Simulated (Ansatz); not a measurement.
# Series on glassy 72SiO2-17Al2O3-6BaO-6ZnO (mol %), by density

How do energy, pressure, forces, levels, charges and cost follow the density?

Computed with Ansatz 0.2.0: Kohn-Sham DFT, PBE, PAW (set soft_2). Every run is a single point, with the atoms held where the recipe put them (cutoff of the plane-wave runs 420 eV, fixed occupations).

First member: 116 atoms (26 Si, 12 Al, 2 Ba, 2 Zn, 74 O) placed at random at 2.42 g/cm³, melted at 4000 K for 10 ps at fixed volume with the Morse and Coulomb pair potential with partial charges (Pedone, Malavasi, Menziani, Cormack and Segre, J. Phys. Chem. B 110, 11780 (2006)). Quenched from 4000 K to 300 K at 50 K/ps and fixed volume, held 5 ps.

Last member: 116 atoms (26 Si, 12 Al, 2 Ba, 2 Zn, 74 O) placed at random at 3.22 g/cm³, melted at 4000 K for 10 ps at fixed volume with the Morse and Coulomb pair potential with partial charges (Pedone, Malavasi, Menziani, Cormack and Segre, J. Phys. Chem. B 110, 11780 (2006)). Quenched from 4000 K to 300 K at 50 K/ps and fixed volume, held 5 ps.

The members:

```
density (g/cm³)  reduced formula  atoms  valence electrons  k-mesh        basis  density (g/cm³)
          2.416   BaAl6ZnSi13O37    116                628   1×1×1  plane waves             2.42
           2.55   BaAl6ZnSi13O37    116                628   1×1×1  plane waves             2.55
          2.684   BaAl6ZnSi13O37    116                628   1×1×1  plane waves             2.68
          2.845   BaAl6ZnSi13O37    116                628   1×1×1  plane waves             2.85
          3.006   BaAl6ZnSi13O37    116                628   1×1×1  plane waves             3.01
          3.221   BaAl6ZnSi13O37    116                628   1×1×1  plane waves             3.22
```

Each cell is one sample from a classical run, so sample-to-sample scatter enters every column; pressures lack the kinetic term.

The input of the first member, without its atom lines; other members have their own cell and atoms, and may differ in mesh, basis and outputs:

```yaml
crystal:
  lattice:
    - [12.2021, 0.0, 0.0]
    - [0.0, 12.2021, 0.0]
    - [0.0, 0.0, 12.2021]
  atoms:
    [... 116 lines ...]
kpoints:
  mp_grid: { grid: [1, 1, 1] }
hamiltonian:
  xc: pbe
scf:
  occupations: { method: fixed }
output:
  forces: true
  stress: true
  populations: true
  dos:
    method: { smearing: { sigma: 0.15 } }
    de: 0.1
    projected: { site_lists: { Al: [Al], Ba: [Ba], O: [O], Si: [Si], Zn: [Zn] } }
  eigenvalues: true
  write_density: true
  write_potential: true
  volumetric_format: npy
```

Predict the trends along the series.

Results; charges are mean Löwdin charges in e:

```csv
density (g/cm³),energy less the first member's (meV/atom),pressure (GPa),r.m.s. force (eV/Å),gap (eV),q(Ba),q(Zn),q(Al)
2.416,0.0,2.10,1.37,3.01,+1.90,+1.53,+1.38
2.55,7.3,3.25,1.32,3.22,+1.89,+1.51,+1.37
2.684,-6.1,4.55,1.37,3.48,+1.90,+1.50,+1.37
2.845,-13.7,6.33,1.29,3.51,+1.92,+1.51,+1.37
3.006,34.6,4.34,1.33,2.72,+1.88,+1.49,+1.36
3.221,41.0,11.4,1.33,3.54,+1.92,+1.53,+1.35
```

The gap is that between the highest filled and lowest empty Kohn-Sham level on the run's k-points; tail or defect levels can set it. Atoms aren't relaxed at this level, so pressure against density here is no equation of state. The projection misses up to 0.065 e an atom, so the charges add up to more than the cell's charge.

Cost on 8 threads of Intel Xeon Platinum 8488C (Sapphire Rapids), shared host:

```csv
density (g/cm³),atoms,basis,k-mesh,SCF cycles,time,host memory (GiB)
2.416,116,plane waves,1×1×1,9,12 s,2.8
2.55,116,plane waves,1×1×1,9,11 s,2.6
2.684,116,plane waves,1×1×1,10,10 s,2.5
2.845,116,plane waves,1×1×1,9,9.4 s,2.4
3.006,116,plane waves,1×1×1,9,9.2 s,2.3
3.221,116,plane waves,1×1×1,9,8.4 s,2.2
```

Times include the outputs that each run asked for, on hosts shared with other jobs.

**Reading.** The energy against the first member is lowest at 2.85 g/cm³ (-13.7 meV/atom) and highest at 3.22 g/cm³ (41.0 meV/atom), with no steady trend; each member is a single configuration. The gap is lowest at 3.01 g/cm³ (2.72 eV) and highest at 3.22 g/cm³ (3.54 eV), with no steady trend; in single samples it varies with the configuration. The mean charge on Ba lies between +1.88 and +1.92 e, with no steady trend. The pressure is lowest at 2.42 g/cm³ (2.1 GPa) and highest at 3.22 g/cm³ (11 GPa), rising overall but not at every step.

Caveats: Spin–orbit coupling is left out, which matters for the levels of the heavy elements. The quench rate of 50 K/ps is orders of magnitude faster than experiment, which tends to freeze in extra defects. The network of bonds at the start is that of the classical potential that made the cell, and needn't be the one that DFT or experiment would give. The cells aren't relaxed by DFT, which could reorder their energies.

[Logs are printed without paths, hosts, clocks, repeated set-up lines and the standing remarks that a program may print on its own settings, such as how far it seeks lower states.]

[Hosts, paths, dates, database ids (printed as entryN), source tags and the programs' standing remarks are cut or masked in the printed files.]
